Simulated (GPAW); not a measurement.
Consider CSO (Cm).

```
S O C
1.0
     2.60072   -3.62786    0.00000
     2.60072    3.62786    0.00000
    -0.93099    0.00000    4.14162
S O C
1 1 1
Direct
  0.31168 0.31168 0.99850
  0.78374 0.78374 0.43643
  0.58039 0.58039 0.24835
```

Absorber: atom 1, with 1 C at 1.56 Å (terminal, site symmetry m). Method: GPAW, LDA, full core hole (charged cell), 12-atom cell with 6.5 Å between holes, 4×4×4 k points, dipole transitions, Gaussian full width 0.9 eV up to 4 eV, rising linearly to 3.5 eV at 25 eV.

Predict the near-edge structure at the S K edge.

Main maxima up to 24 eV above the zero (height): 0.0 eV (4.21), 1.6 eV (5.63), 7.4 eV (1.25) and 23.7 eV (1.31). A K edge sees empty p states on the absorber. The total-energy difference plus the lowest empty eigenvalue puts the zero at 2475.15 eV. One term is added: -16.82 eV, since the hole is spin-paired here and a spin-polarised one costs that much less in the free atom (computed apart). The photon energy is then 2458.33 eV. The functional and the charged cell's background leave an error in such absolute values: in the free atom LDA prices this hole 9.1 eV below PBE (computed apart), and PBE is itself good to a few eV.

The S K spectrum (energy from the lowest empty level; intensity scaled to a mean of 1 over the first 20 eV; polarised curves are means over the symmetry-equivalent atoms):

| E (eV) | isotropic | ε ∥ x | ε ∥ y | ε ∥ z |
| --- | --- | --- | --- | --- |
| -2.0 | 0.00 | 0.00 | 0.00 | 0.00 |
| -1.5 | 0.00 | 0.00 | 0.00 | 0.00 |
| -1.0 | 0.12 | 0.08 | 0.19 | 0.10 |
| -0.5 | 1.69 | 1.11 | 2.55 | 1.41 |
| 0.0 | 4.21 | 2.78 | 6.32 | 3.53 |
| 0.5 | 1.98 | 1.40 | 2.82 | 1.71 |
| 1.0 | 1.76 | 2.80 | 0.23 | 2.27 |
| 1.5 | 5.42 | 9.07 | 0.00 | 7.20 |
| 2.0 | 3.31 | 5.54 | 0.00 | 4.40 |
| 2.5 | 0.41 | 0.69 | 0.02 | 0.54 |
| 3.0 | 0.22 | 0.33 | 0.08 | 0.24 |
| 3.5 | 0.28 | 0.40 | 0.12 | 0.32 |
| 4.0 | 0.23 | 0.28 | 0.15 | 0.28 |
| 4.5 | 0.29 | 0.29 | 0.28 | 0.29 |
| 5.0 | 0.39 | 0.41 | 0.39 | 0.37 |
| 5.5 | 0.45 | 0.48 | 0.46 | 0.40 |
| 6.0 | 0.58 | 0.50 | 0.77 | 0.46 |
| 6.5 | 0.84 | 0.64 | 1.24 | 0.64 |
| 7.0 | 1.16 | 0.99 | 1.45 | 1.04 |
| 7.5 | 1.24 | 1.20 | 1.19 | 1.33 |
| 8.0 | 1.02 | 1.04 | 0.82 | 1.19 |
| 8.5 | 0.76 | 0.79 | 0.61 | 0.87 |
| 9.0 | 0.63 | 0.68 | 0.52 | 0.69 |
| 9.5 | 0.62 | 0.73 | 0.47 | 0.67 |
| 10.0 | 0.69 | 0.88 | 0.46 | 0.73 |
| 10.5 | 0.75 | 0.97 | 0.50 | 0.77 |
| 11.0 | 0.76 | 0.95 | 0.54 | 0.78 |
| 11.5 | 0.74 | 0.89 | 0.57 | 0.76 |
| 12.0 | 0.73 | 0.85 | 0.59 | 0.74 |
| 12.5 | 0.73 | 0.85 | 0.62 | 0.74 |
| 13.0 | 0.75 | 0.83 | 0.66 | 0.76 |
| 13.5 | 0.76 | 0.77 | 0.70 | 0.80 |
| 14.0 | 0.76 | 0.70 | 0.75 | 0.82 |
| 14.5 | 0.76 | 0.66 | 0.80 | 0.82 |
| 15.0 | 0.77 | 0.64 | 0.86 | 0.82 |
| 15.5 | 0.79 | 0.64 | 0.92 | 0.81 |
| 16.0 | 0.82 | 0.65 | 0.99 | 0.82 |
| 16.5 | 0.85 | 0.67 | 1.05 | 0.82 |
| 17.0 | 0.87 | 0.70 | 1.10 | 0.82 |
| 17.5 | 0.89 | 0.74 | 1.11 | 0.82 |
| 18.0 | 0.90 | 0.79 | 1.10 | 0.81 |
| 18.5 | 0.91 | 0.85 | 1.08 | 0.82 |
| 19.0 | 0.93 | 0.92 | 1.05 | 0.84 |
| 19.5 | 0.96 | 1.00 | 1.02 | 0.87 |
| 20.0 | 1.00 | 1.08 | 1.00 | 0.91 |
| 20.5 | 1.04 | 1.17 | 0.99 | 0.97 |
| 21.0 | 1.10 | 1.24 | 0.99 | 1.05 |
| 21.5 | 1.15 | 1.31 | 1.01 | 1.14 |
| 22.0 | 1.21 | 1.36 | 1.04 | 1.23 |
| 22.5 | 1.26 | 1.40 | 1.06 | 1.31 |
| 23.0 | 1.29 | 1.43 | 1.07 | 1.38 |
| 23.5 | 1.31 | 1.44 | 1.06 | 1.43 |
| 24.0 | 1.31 | 1.45 | 1.02 | 1.46 |
| 24.5 | 1.29 | 1.45 | 0.97 | 1.47 |
| 25.0 | 1.27 | 1.44 | 0.91 | 1.46 |
| 25.5 | 1.23 | 1.41 | 0.85 | 1.43 |
| 26.0 | 1.18 | 1.37 | 0.81 | 1.37 |
| 26.5 | 1.13 | 1.32 | 0.77 | 1.29 |
| 27.0 | 1.06 | 1.25 | 0.74 | 1.19 |
| 27.5 | 0.99 | 1.17 | 0.72 | 1.09 |
| 28.0 | 0.92 | 1.09 | 0.70 | 0.98 |
| 28.5 | 0.86 | 1.01 | 0.68 | 0.88 |
| 29.0 | 0.80 | 0.93 | 0.68 | 0.80 |
| 29.5 | 0.75 | 0.86 | 0.67 | 0.73 |
| 30.0 | 0.71 | 0.78 | 0.68 | 0.68 |
| 30.5 | 0.68 | 0.71 | 0.70 | 0.64 |
| 31.0 | 0.67 | 0.65 | 0.73 | 0.62 |
| 31.5 | 0.66 | 0.60 | 0.77 | 0.61 |
| 32.0 | 0.66 | 0.57 | 0.81 | 0.61 |

The mesh is coarse (0.29 Å⁻¹ between points), so small maxima may be mesh ripples. Lifetime broadening is put in by hand, and intensities beyond about 20 eV depend on it and on the partial waves. The structure is a computed Materials Project entry and may be a hypothetical form.

[Banner, clock and machine lines of the logs are left out without a mark of their own.]

[Logs are printed without paths, hosts, clocks, repeated set-up lines and the standing remarks that a program may print on its own settings, such as how far it seeks lower states.]

[Hosts, paths, dates, database ids (printed as entryN), source tags and the programs' standing remarks are cut or masked in the printed files.]

[Lists of maxima count a maximum above −3 eV only where it reaches 4 % of the highest in the window and stands out from its surroundings by 2 % of it (1.5 % where it reaches 55 %); shoulders and weaker maxima are passed over, and of the rest the first, up to two pre-edge ones and the few strongest are named.]
